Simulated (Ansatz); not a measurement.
# Which site? Cl in place of S in SiC(10-10)/MgS(100) interface (76 atoms), part 2 of 2

At which site of SiC(10-10)/MgS(100) interface (76 atoms) does Cl in place of S cost least, and what about the site decides it?

Ansatz 0.2.0; Kohn-Sham DFT, PBE, PAW (set soft_2), plane waves.

So far. Step 2 (Single point at the start): The r.m.s. force at the start is 1.0 eV/Å. Step 3 (Relaxation): The relaxation converged after 11 steps, 12.7 eV below its start, with a largest force component of 0.024 eV/Å.

## Step 5: Cl on a site of S, site S76

The site has 6 bonded neighbours (Mg4SiC) at 2.60 Å on average, by cutoffs that count no bonds between two metal atoms or like ions, in the MgS. The change is made in the relaxed cell and the atoms are relaxed again.

Contents of input.yaml:

```yaml
crystal:
  lattice:
    - [11.8227, 0.0, 0.0]
    - [-1.10952, 7.88027, 0.0]
    - [0.0, 0.0, 10.74772]
  atoms:
    [... atom lines 1 to 72 left out ...]
    - { symbol: Mg, position: [0.74311, 0.33734, 0.52817] }
    - { symbol: S, position: [0.69938, 0.62628, 0.57105] }
    - { symbol: Mg, position: [0.69966, 0.66285, 0.79972] }
    - { symbol: Cl, position: [0.48744, 0.47888, 0.84761] }
kpoints:
  mp_grid: { grid: [1, 2, 1] }
hamiltonian:
  xc: pbe
scf:
  occupations: { method: gaussian, width: 0.05 }
output:
  forces: true
  eigenvalues: true
relax:
  f_tol: 0.05
  max_steps: 90
```

On the command line:

```console
$ ansatz run input.yaml --threads 4 --pin off --max-ram 8192MiB --backend cpu --events-out ev --progress --plain --runs-dir out
```

Numbers of over 12 decimals in the logs are rounded to 6 here.

Log:

```text
[...]
Crystal: 76 atoms, lattice volume = 1001.323 Å³
Basis set: ecut = 420 eV, 19535 PW (Γ), exchange–correlation on 160×108×144 points (8 copies of the dense FFT grid, shifted against one another)
Bands: 285, of which v1, the nominal top of the filled ones, is band 209 counted from 1 (208 counted from 0)
Symmetry: 1 space group operations
[...]
k-points: 2
[...]
SCF iter   1: F=—  HF=-61039.600237 eV  |F-HF|=—  |Δ(HF+E_count)|=         —  Δρ=6.13e-3  dr2=1.42e0  ethr=1.77e-3  ⟨swp⟩=6.5  Hψ=2565  notcnv=0  defer=79
[...]
SCF iter   9: F=-61039.365385 eV  HF=-61039.365433 eV  |F-HF|=4.81e-5  |Δ(HF+E_count)|=   2.31e-5  Δρ=4.03e-5  dr2=5.62e-5  ethr=1.50e-8  ⟨swp⟩=11.5  Hψ=3356  notcnv=0
SCF 1 converged in 9 iterations: F = -61039.365385 eV  dr2 = 5.62e-5
[...]
relax step   1: F+E_penalty+E_count = -61039.36538533 eV  Δ(F+E_penalty+E_count) = +0.000e0 eV  max|allowed force component| = 1.457e0 eV/Å  Δτ_max = 0.0000 Å  (9 SCF iters, dr2 threshold 6.25e-5 eV, accepted)
[...]
relax step   2: F+E_penalty+E_count = -61039.70053688 eV  Δ(F+E_penalty+E_count) = -3.352e-1 eV  max|allowed force component| = 4.271e-1 eV/Å  Δτ_max = 0.1559 Å  (7 SCF iters, dr2 threshold 1.00e-4 eV, accepted)
[...]
relax step   3: F+E_penalty+E_count = -61039.77793530 eV  Δ(F+E_penalty+E_count) = -7.740e-2 eV  max|allowed force component| = 2.669e-1 eV/Å  Δτ_max = 0.0562 Å  (7 SCF iters, dr2 threshold 1.14e-5 eV, accepted)
relax step   4: F+E_penalty+E_count = -61039.80614346 eV  Δ(F+E_penalty+E_count) = -2.821e-2 eV  max|allowed force component| = 1.317e-1 eV/Å  Δτ_max = 0.0412 Å  (7 SCF iters, dr2 threshold 6.12e-6 eV, accepted)
relax step   5: F+E_penalty+E_count = -61039.82867355 eV  Δ(F+E_penalty+E_count) = -2.253e-2 eV  max|allowed force component| = 7.890e-2 eV/Å  Δτ_max = 0.0717 Å  (8 SCF iters, dr2 threshold 4.22e-6 eV, accepted)
relax step   6: F+E_penalty+E_count = -61039.75944793 eV  Δ(F+E_penalty+E_count) = +6.923e-2 eV  max|allowed force component| = 3.901e-1 eV/Å  Δτ_max = 0.2000 Å  (11 SCF iters, rejected (line search))
relax step   7: F+E_penalty+E_count = -61039.85572730 eV  Δ(F+E_penalty+E_count) = -2.705e-2 eV  max|allowed force component| = 1.164e-1 eV/Å  Δτ_max = 0.0974 Å  (12 SCF iters, accepted)
relax step   8: F+E_penalty+E_count = -61039.87178097 eV  Δ(F+E_penalty+E_count) = -1.605e-2 eV  max|allowed force component| = 2.030e-1 eV/Å  Δτ_max = 0.0970 Å  (8 SCF iters, dr2 threshold 4.87e-6 eV, accepted)
relax step   9: F+E_penalty+E_count = -61039.89216510 eV  Δ(F+E_penalty+E_count) = -2.038e-2 eV  max|allowed force component| = 2.365e-1 eV/Å  Δτ_max = 0.1466 Å  (7 SCF iters, dr2 threshold 4.12e-5 eV, accepted)
relax step  10: F+E_penalty+E_count = -61039.77483157 eV  Δ(F+E_penalty+E_count) = +1.173e-1 eV  max|allowed force component| = 6.687e-1 eV/Å  Δτ_max = 0.2000 Å  (6 SCF iters, dr2 threshold 5.60e-5 eV, rejected (line search))
relax step  11: F+E_penalty+E_count = -61039.92565194 eV  Δ(F+E_penalty+E_count) = -3.349e-2 eV  max|allowed force component| = 8.230e-2 eV/Å  Δτ_max = 0.0646 Å  (8 SCF iters, accepted)
relax step  12: F+E_penalty+E_count = -61039.92733394 eV  Δ(F+E_penalty+E_count) = -1.682e-3 eV  max|allowed force component| = 7.834e-2 eV/Å  Δτ_max = 0.0489 Å  (7 SCF iters, accepted)
relax step  13: F+E_penalty+E_count = -61039.92583470 eV  Δ(F+E_penalty+E_count) = +1.499e-3 eV  max|allowed force component| = 8.288e-2 eV/Å  Δτ_max = 0.0387 Å  (7 SCF iters, rejected (line search))
[...]
relax step  14: F+E_penalty+E_count = -61039.93128320 eV  Δ(F+E_penalty+E_count) = -3.949e-3 eV  max|allowed force component| = 2.945e-2 eV/Å  Δτ_max = 0.0184 Å  (6 SCF iters, accepted)
SCF converged after 6 iterations
Free energy (F): -61039.931283 eV
[...]
Internal energy: -61039.911335 eV  (E = F + TS)
E sigma→0 (E₀):  -61039.921309 eV
Entropy (-TS):   -0.019948 eV (-0.262 meV/atom)
Fermi energy:    9.240399 eV
[...]
--- Forces (eV/Å), atoms counted from 1 ---
  atom   1  Si     0.00658819    -0.00394642    -0.00439706
  atom   2  C      0.00865705    -0.00258780     0.00205612
  atom   3  Si    -0.00352153     0.00906347     0.00945855
  atom   4  C      0.01649587     0.00118522    -0.01569982
  atom   5  Si     0.00336908    -0.00107846     0.00453247
  atom   6  C      0.00404922     0.00596540     0.00097485
  atom   7  Si     0.00046709     0.00824298     0.00678739
  atom   8  C      0.01035475     0.00467758     0.00079670
  atom   9  Si     0.00901564     0.01505009    -0.00101550
  atom  10  C     -0.00757311    -0.00004635     0.00603041
  atom  11  Si    -0.00541919     0.01810729    -0.00181526
  atom  12  C     -0.02945102    -0.01797011    -0.01036013
  atom  13  Si     0.00126970    -0.00320066    -0.00391758
  atom  14  C     -0.00461769     0.01293752     0.00452215
[...]
atom  75  Mg     0.00164484     0.00811736     0.00033923
  atom  76  Cl    -0.02313125     0.00511773    -0.00558737
  max |Σ_I F_I| component: 9.71e-5 eV/Å
--- Band table (eV) ---
[...]
--- Relaxed structure (14 steps of the walk, 11 accepted, 0 SCFs on fresh bases) ---
  F+E_penalty+E_count = -61039.93128320 eV   max|allowed force component| = 2.945e-2 eV/Å
  atoms:
    - { symbol: Si, position: [0.674955, 0.335526, 0.011173] }
    - { symbol: C, position: [0.795226, 0.456764, 0.092132] }
    - { symbol: Si, position: [0.918607, 0.331703, 0.081169] }
    - { symbol: C, position: [0.875837, 0.121800, 0.00280676] }
[...]
- { symbol: Cl, position: [0.487074, 0.470908, 0.850843] }
```

Elapsed: 3.9 min, on 4 threads of Arm Neoverse V1, shared host; peak memory 2.9 GiB; 15 min of CPU time.

The relaxation converged after 14 steps, 0.566 eV below its start, with a largest force component of 0.029 eV/Å.

A closer look about the Cl atom, after relaxation: 11 atoms, nearest first, numbered in the order of the input, with positions taken from that point.

```csv
atom,x,y,z,distance (Å)
Cl76,0.00,0.00,0.00,0.00
C36,0.69,-0.16,1.74,1.88
Mg51,-0.98,2.40,-0.51,2.64
Mg63,0.92,-2.38,-0.73,2.65
Si11,-0.72,-1.07,2.64,2.94
Mg49,0.31,-0.02,-3.05,3.06
Mg67,-2.57,-1.47,-0.80,3.07
Si35,0.95,1.55,2.48,3.07
Si1,2.37,-1.07,1.72,3.12
Mg75,2.68,1.61,-0.54,3.17
S72,3.01,-0.95,-0.36,3.18
```

The largest move is 0.42 Å, by S56.

## Step 6: Cl on a site of S, site S74

The site has 5 bonded neighbours (Mg5) at 2.52 Å on average, in the MgS. 

Input and log are left out; they have the form of those shown for this kind of step.

The job ended after 4.5 min (4 threads of Arm Neoverse V1, shared host; peak memory 2.9 GiB).

The relaxation converged after 17 steps, 0.729 eV below its start, with a largest force component of 0.034 eV/Å.

A closer look about the Cl atom, after relaxation: 10 atoms, nearest first, numbered in the order of the input, with positions taken from that point.

```csv
atom,x,y,z,distance (Å)
Cl74,0.00,0.00,0.00,0.00
Mg73,0.91,-2.24,-0.50,2.47
Mg75,0.05,0.38,2.47,2.50
Mg49,-2.27,-1.19,-0.04,2.56
Mg61,-1.28,2.47,-0.30,2.80
Mg57,2.50,1.15,-0.60,2.82
C46,1.90,0.14,-2.60,3.23
S50,-3.17,1.01,0.05,3.32
S56,2.50,1.06,2.01,3.38
S72,0.64,-2.11,2.58,3.39
```

The largest move is 0.42 Å, by S56.

## Step 7: Cl on a site of S, site S66

The site has 5 bonded neighbours (Mg5) at 2.54 Å on average, in the MgS. 

input.yaml, the sections that differ from step 5:

```yaml
crystal:
  lattice:
    - [11.8227, 0.0, 0.0]
    - [-1.10952, 7.88027, 0.0]
    - [0.0, 0.0, 10.74772]
  atoms:
    [... atom lines 1 to 62 left out ...]
    - { symbol: Mg, position: [0.53245, 0.18512, 0.77708] }
    - { symbol: S, position: [0.33737, 0.01787, 0.77849] }
    - { symbol: Mg, position: [0.35421, 0.00564, 0.55853] }
    - { symbol: Cl, position: [0.30199, 0.29789, 0.56216] }
    - { symbol: Mg, position: [0.26446, 0.29033, 0.78904] }
    - { symbol: S, position: [0.05452, 0.14902, 0.7526] }
    - { symbol: Mg, position: [0.08095, 0.14917, 0.51114] }
    [... atom lines 70 to 76 left out ...]
# kpoints, hamiltonian, scf, output, relax: as in step 5
```

Log:

```text
[...]
Crystal: 76 atoms, lattice volume = 1001.323 Å³
Basis set: ecut = 420 eV, 19535 PW (Γ), exchange–correlation on 160×108×144 points (8 copies of the dense FFT grid, shifted against one another)
Bands: 285, of which v1, the nominal top of the filled ones, is band 209 counted from 1 (208 counted from 0)
Symmetry: 1 space group operations
[...]
k-points: 2
[...]
SCF iter   1: F=—  HF=-61041.197624 eV  |F-HF|=—  |Δ(HF+E_count)|=         —  Δρ=4.97e-3  dr2=8.16e-1  ethr=1.77e-3  ⟨swp⟩=6.5  Hψ=2560  notcnv=0  defer=79
[...]
SCF iter   5: F=—  HF=-61041.053646 eV  |F-HF|=—  |Δ(HF+E_count)|=   2.10e-4  Δρ=6.67e-5  dr2=7.48e-5  ethr=3.10e-7  ⟨swp⟩=2.0  Hψ=851  notcnv=0  defer=137
SCF iter   6: F=-61041.053636 eV  HF=-61041.053646 eV  |F-HF|=9.47e-6  |Δ(HF+E_count)|=   5.92e-8  Δρ=2.21e-5  dr2=1.39e-5  ethr=1.50e-8  ⟨swp⟩=13.5  Hψ=2987  notcnv=0
SCF 1 converged in 6 iterations: F = -61041.053636 eV  dr2 = 1.39e-5
[...]
relax step   1: F+E_penalty+E_count = -61041.05363607 eV  Δ(F+E_penalty+E_count) = +0.000e0 eV  max|allowed force component| = 8.572e-1 eV/Å  Δτ_max = 0.0000 Å  (6 SCF iters, dr2 threshold 6.25e-5 eV, accepted)
[...]
relax step   2: F+E_penalty+E_count = -61041.55799288 eV  Δ(F+E_penalty+E_count) = -5.044e-1 eV  max|allowed force component| = 4.342e-1 eV/Å  Δτ_max = 0.1944 Å  (6 SCF iters, dr2 threshold 4.59e-5 eV, accepted)
[...]
relax step   3: F+E_penalty+E_count = -61041.63503592 eV  Δ(F+E_penalty+E_count) = -7.704e-2 eV  max|allowed force component| = 2.522e-1 eV/Å  Δτ_max = 0.0583 Å  (7 SCF iters, dr2 threshold 1.18e-5 eV, accepted)
relax step   4: F+E_penalty+E_count = -61041.67268103 eV  Δ(F+E_penalty+E_count) = -3.765e-2 eV  max|allowed force component| = 1.310e-1 eV/Å  Δτ_max = 0.0605 Å  (7 SCF iters, dr2 threshold 1.63e-5 eV, accepted)
relax step   5: F+E_penalty+E_count = -61041.68223495 eV  Δ(F+E_penalty+E_count) = -9.554e-3 eV  max|allowed force component| = 8.413e-2 eV/Å  Δτ_max = 0.0347 Å  (7 SCF iters, dr2 threshold 4.64e-6 eV, accepted)
relax step   6: F+E_penalty+E_count = -61041.65531312 eV  Δ(F+E_penalty+E_count) = +2.692e-2 eV  max|allowed force component| = 2.432e-1 eV/Å  Δτ_max = 0.2000 Å  (11 SCF iters, rejected (line search))
[...]
relax step   7: F+E_penalty+E_count = -61041.69335796 eV  Δ(F+E_penalty+E_count) = -1.112e-2 eV  max|allowed force component| = 3.834e-2 eV/Å  Δτ_max = 0.0670 Å  (10 SCF iters, accepted)
SCF converged after 10 iterations
Free energy (F): -61041.693358 eV
[...]
Internal energy: -61041.667307 eV  (E = F + TS)
E sigma→0 (E₀):  -61041.680332 eV
Entropy (-TS):   -0.026051 eV (-0.343 meV/atom)
Fermi energy:    9.235335 eV
[...]
Σ components = -61041.693358   (vs F -61041.693358, Δ=0.00e0)
--- Forces (eV/Å), atoms counted from 1 ---
  atom   1  Si    -0.00154495    -0.00412152     0.00675955
  atom   2  C      0.00421329    -0.00238732    -0.00732852
  atom   3  Si    -0.00241776    -0.00446848     0.00032559
  atom   4  C     -0.00413574    -0.00125424     0.00665580
[...]
atom  76  S      0.00709664    -0.00136671    -0.00071097
  max |Σ_I F_I| component: 3.48e-5 eV/Å
--- Band table (eV) ---
[...]
--- Relaxed structure (7 steps of the walk, 6 accepted, 0 SCFs on fresh bases) ---
  F+E_penalty+E_count = -61041.69335796 eV   max|allowed force component| = 3.834e-2 eV/Å
  atoms:
    - { symbol: Si, position: [0.676875, 0.337606, 0.00635157] }
    - { symbol: C, position: [0.799323, 0.461132, 0.085065] }
    - { symbol: Si, position: [0.920224, 0.331044, 0.081975] }
    - { symbol: C, position: [0.879102, 0.120244, 0.00464787] }
[...]
- { symbol: S, position: [0.487590, 0.485338, 0.847509] }
```

Run time: 2 min. Hardware: 4 threads; peak memory 2.9 GiB.

The relaxation converged after 7 steps, 0.640 eV below its start, with a largest force component of 0.038 eV/Å.

## Step 8: Cl on a site of S, site S70

The site has 6 bonded neighbours (Mg4SiC) at 2.74 Å on average, in the MgS. 

Input and log are left out; they have the form of those shown for this kind of step.

It took 2.4 min on 4 threads of Arm Neoverse V1, shared host; peak memory 2.9 GiB.

The relaxation converged after 8 steps, 0.790 eV below its start, with a largest force component of 0.044 eV/Å.

## Step 9: Cl on a site of S, site S52

The site has 5 bonded neighbours (Mg5) at 2.54 Å on average, in the MgS. 

Input and log are left out; they have the form of those shown for this kind of step.

Run time: 2.1 min. Hardware: 4 threads of Arm Neoverse V1, shared host; peak memory 2.9 GiB.

The relaxation converged after 8 steps, 0.619 eV below its start, with a largest force component of 0.035 eV/Å.

The surroundings of the Cl atom, after relaxation, nearest first, numbered as they follow in the input and with coordinates relative to it.

```csv
atom,x,y,z,distance (Å)
Cl52,0.00,0.00,0.00,0.00
Mg71,-2.15,-1.10,0.56,2.48
Mg55,-1.08,2.17,0.75,2.53
Mg67,0.98,-2.43,0.39,2.65
Mg53,0.60,-0.06,-2.63,2.69
Mg51,2.64,1.53,0.59,3.11
S54,-0.81,1.98,-2.38,3.20
C28,-0.18,1.63,2.79,3.24
Si9,-0.14,-1.97,2.63,3.29
S66,1.43,-2.24,-1.97,3.31
S50,2.56,1.21,-1.75,3.32
Si33,1.32,0.70,3.03,3.38
C44,-1.75,-1.03,2.71,3.38
S70,-2.16,-1.14,-2.43,3.44
S64,1.04,3.31,0.24,3.48
```

The largest move is 0.33 Å, by Mg53.

## Step 10: Cl on a site of S, site S54

The site has 6 bonded neighbours (Mg4SiC) at 2.64 Å on average, in the MgS. 

input.yaml, the sections that differ from step 7:

```yaml
crystal:
  lattice:
    - [11.8227, 0.0, 0.0]
    - [-1.10952, 7.88027, 0.0]
    - [0.0, 0.0, 10.74772]
  atoms:
    [... atom lines 1 to 50 left out ...]
    - { symbol: Mg, position: [0.42912, 0.76559, 0.79508] }
    - { symbol: S, position: [0.2219, 0.58704, 0.76906] }
    - { symbol: Mg, position: [0.23807, 0.57222, 0.53524] }
    - { symbol: Cl, position: [0.15464, 0.84132, 0.53873] }
    - { symbol: Mg, position: [0.14702, 0.85772, 0.82559] }
    - { symbol: S, position: [0.92362, 0.73035, 0.79991] }
    - { symbol: Mg, position: [0.90511, 0.73513, 0.52663] }
    [... atom lines 58 to 76 left out ...]
# kpoints, hamiltonian, scf, output, relax: as in step 7
```

Log:

```text
[...]
Crystal: 76 atoms, lattice volume = 1001.323 Å³
Basis set: ecut = 420 eV, 19535 PW (Γ), exchange–correlation on 160×108×144 points (8 copies of the dense FFT grid, shifted against one another)
Bands: 285, of which v1, the nominal top of the filled ones, is band 209 counted from 1 (208 counted from 0)
Symmetry: 1 space group operations
[...]
k-points: 2
[...]
SCF iter   1: F=—  HF=-61040.545620 eV  |F-HF|=—  |Δ(HF+E_count)|=         —  Δρ=5.24e-3  dr2=8.46e-1  ethr=1.77e-3  ⟨swp⟩=6.5  Hψ=2564  notcnv=0  defer=79
[...]
SCF iter   7: F=—  HF=-61040.393170 eV  |F-HF|=—  |Δ(HF+E_count)|=   8.39e-5  Δρ=5.54e-5  dr2=1.37e-4  ethr=1.50e-7  ⟨swp⟩=2.0  Hψ=675  notcnv=0  defer=138
SCF iter   8: F=-61040.393127 eV  HF=-61040.393149 eV  |F-HF|=2.18e-5  |Δ(HF+E_count)|=   2.08e-5  Δρ=2.20e-5  dr2=2.65e-5  ethr=1.50e-8  ⟨swp⟩=11.0  Hψ=3181  notcnv=0
SCF 1 converged in 8 iterations: F = -61040.393127 eV  dr2 = 2.65e-5
[...]
relax step   1: F+E_penalty+E_count = -61040.39312701 eV  Δ(F+E_penalty+E_count) = +0.000e0 eV  max|allowed force component| = 2.621e0 eV/Å  Δτ_max = 0.0000 Å  (8 SCF iters, dr2 threshold 6.25e-5 eV, accepted)
[...]
relax step   2: F+E_penalty+E_count = -61040.91637158 eV  Δ(F+E_penalty+E_count) = -5.232e-1 eV  max|allowed force component| = 5.189e-1 eV/Å  Δτ_max = 0.1818 Å  (7 SCF iters, dr2 threshold 1.00e-4 eV, accepted)
[...]
relax step   3: F+E_penalty+E_count = -61041.01499314 eV  Δ(F+E_penalty+E_count) = -9.862e-2 eV  max|allowed force component| = 2.948e-1 eV/Å  Δτ_max = 0.0767 Å  (7 SCF iters, dr2 threshold 1.68e-5 eV, accepted)
relax step   4: F+E_penalty+E_count = -61041.06475182 eV  Δ(F+E_penalty+E_count) = -4.976e-2 eV  max|allowed force component| = 1.454e-1 eV/Å  Δτ_max = 0.0719 Å  (8 SCF iters, dr2 threshold 5.43e-6 eV, accepted)
relax step   5: F+E_penalty+E_count = -61041.06779814 eV  Δ(F+E_penalty+E_count) = -3.046e-3 eV  max|allowed force component| = 2.571e-1 eV/Å  Δτ_max = 0.2000 Å  (9 SCF iters, dr2 threshold 5.14e-6 eV, accepted)
relax step   6: F+E_penalty+E_count = -61041.09893953 eV  Δ(F+E_penalty+E_count) = -3.114e-2 eV  max|allowed force component| = 6.391e-2 eV/Å  Δτ_max = 0.0878 Å  (8 SCF iters, dr2 threshold 1.61e-5 eV, accepted)
relax step   7: F+E_penalty+E_count = -61041.10223700 eV  Δ(F+E_penalty+E_count) = -3.297e-3 eV  max|allowed force component| = 5.006e-2 eV/Å  Δτ_max = 0.0131 Å  (9 SCF iters, accepted)
[...]
relax step   8: F+E_penalty+E_count = -61041.10522462 eV  Δ(F+E_penalty+E_count) = -2.988e-3 eV  max|allowed force component| = 3.801e-2 eV/Å  Δτ_max = 0.0281 Å  (9 SCF iters, accepted)
SCF converged after 9 iterations
Free energy (F): -61041.105225 eV
[...]
Internal energy: -61041.078620 eV  (E = F + TS)
E sigma→0 (E₀):  -61041.091922 eV
Entropy (-TS):   -0.026605 eV (-0.350 meV/atom)
Fermi energy:    9.218966 eV
[...]
Σ components = -61041.105225   (vs F -61041.105225, Δ=0.00e0)
--- Forces (eV/Å), atoms counted from 1 ---
  atom   1  Si    -0.01127020    -0.00272297     0.00704568
  atom   2  C      0.00203183     0.00271344    -0.00190015
  atom   3  Si    -0.00085211    -0.00093060    -0.00235168
  atom   4  C     -0.00049289     0.00048745    -0.00086663
[...]
atom  76  S      0.00161397    -0.00208031     0.00054351
  max |Σ_I F_I| component: 1.06e-4 eV/Å
--- Band table (eV) ---
[...]
--- Relaxed structure (8 steps of the walk, 8 accepted, 0 SCFs on fresh bases) ---
  F+E_penalty+E_count = -61041.10522462 eV   max|allowed force component| = 3.801e-2 eV/Å
  atoms:
    - { symbol: Si, position: [0.676400, 0.338509, 0.00853984] }
    - { symbol: C, position: [0.798785, 0.462359, 0.086544] }
    - { symbol: Si, position: [0.919699, 0.332296, 0.081096] }
    - { symbol: C, position: [0.878379, 0.121114, 0.00419612] }
[...]
- { symbol: S, position: [0.486984, 0.481477, 0.849636] }
```

The job ended after 2.3 min (4 threads; peak memory 2.9 GiB; 8.9 min of CPU time).

The relaxation converged after 8 steps, 0.712 eV below its start, with a largest force component of 0.038 eV/Å.

## Step 11: The sites compared

All these cells hold the same atoms, so their energies can be compared with no chemical potential.

```csv
site,neighbours,mean distance (Å),atoms within 6 Å,distance to the other part (Å; 6 means 6 or more),energy over the best site (eV),before relaxation (eV),gain on relaxing (eV)
S52,Mg5,2.54,64,3.1,0.00,0.00,0.62
S66,Mg5,2.54,63,2.8,0.16,0.18,0.64
S74,Mg5,2.52,61,3.3,0.33,0.44,0.73
S70,Mg4SiC,2.74,62,2.2,0.59,0.76,0.79
S54,Mg4SiC,2.64,60,2.2,0.75,0.84,0.71
S76,Mg4SiC,2.60,70,1.9,1.92,1.87,0.57
```

## Step 12: Outcome

The cheapest site is S52 (5 neighbours, Mg5); the dearest, S76 (6 neighbours, Mg4SiC), costs 1.9 eV more. Over 6 sites the energy falls with the distance to the other part (correlation -0.81). Sites with the same first shell differ by up to 1.34 eV, from their geometry, farther neighbours or both. Relaxation gains 0.57 to 0.79 eV and leaves the best site the same.

**Limits.** Defects are neutral and interact with their images. Only 6 of the 14 S sites were tried; unless symmetry makes the others alike to these, a cheaper one may exist. The change leaves an odd electron count, and these runs have no spin polarisation. The host structure and its lattice constant were typed by rule, without a check against the phase diagram. The pressure of 7.3 GPa says that the cell would expand at this level of theory.

The DFT runs together took 20 min of wall time.

[Logs are printed without paths, hosts, clocks, repeated set-up lines and the standing remarks that a program may print on its own settings, such as how far it seeks lower states.]

[Hosts, paths, dates, database ids (printed as entryN), source tags and the programs' standing remarks are cut or masked in the printed files.]
